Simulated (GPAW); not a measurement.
**ZnS (F-43m): ε∞ against the local-field cutoff**

The size of the dielectric matrix of ZnS (F-43m) is raised step by step, on the same bands.

Cell: a, b, c = 3.821, 3.821, 3.821 Å (primitive vectors), 2 atoms.

Method: GPAW 26.7.0, PBE, RPA, k-mesh 11×11×11, Lorentzian half width 0.15 eV.

Launch of the response step: `OMP_NUM_THREADS=1 python df.py`. The series took 83 s in all, its band step included, on 1 thread of Arm Neoverse V2 (shared host).

| cutoff (eV) | time of the step (s) | ε∞ |
| --- | --- | --- |
| 40 | 6 | 5.6682 |
| 60 | 6 | 5.6094 |
| 100 | 7 | 5.5817 |
| 150 | 12 | ? |

The number of plane waves grows as cutoff^(3/2); a common extrapolation takes the result as linear in its inverse.

Working, on the rows shown:

| x = cutoff^(−3/2) (eV^−3/2) | y = ε∞ |
| --- | --- |
| 0.00395285 | 5.6682 |
| 0.00215166 | 5.6094 |
| 0.001 | 5.5817 |

Means: x̄ = 0.0023682, ȳ = 5.6198. Σ(x − x̄)(y − ȳ) = 0.0001311, Σ(x − x̄)² = 4.430e-06. Slope = 0.0001311 / 4.430e-06 = 29.59; intercept = ȳ − slope · x̄ = 5.5497. The line misses the rows shown by at most 0.004.

Problem. Predict the last column of the withheld row from the fit.

Solution. At x = 0.00054433 the line gives y = 5.5658. The run gave 5.5721, so the extrapolation is off by 0.0063, 7 % of the range in the table.

Refitted with all rows, the slope is 28.34 and the intercept 5.5536. The line reaches 5.554 at infinite cutoff, 0.3 % from the last run, while the last two runs differ by 0.17 %. ε∞ moves in steps as shells of reciprocal vectors enter, so the limit is good only to about the larger of these. The cell comes from an older database entry, whose edges can be off by a per cent or so. Excitons are left out; PBE gaps are as a rule too small. The values come from a sum over the points of one k-mesh and carry its error, which grows as the direct gap shrinks.
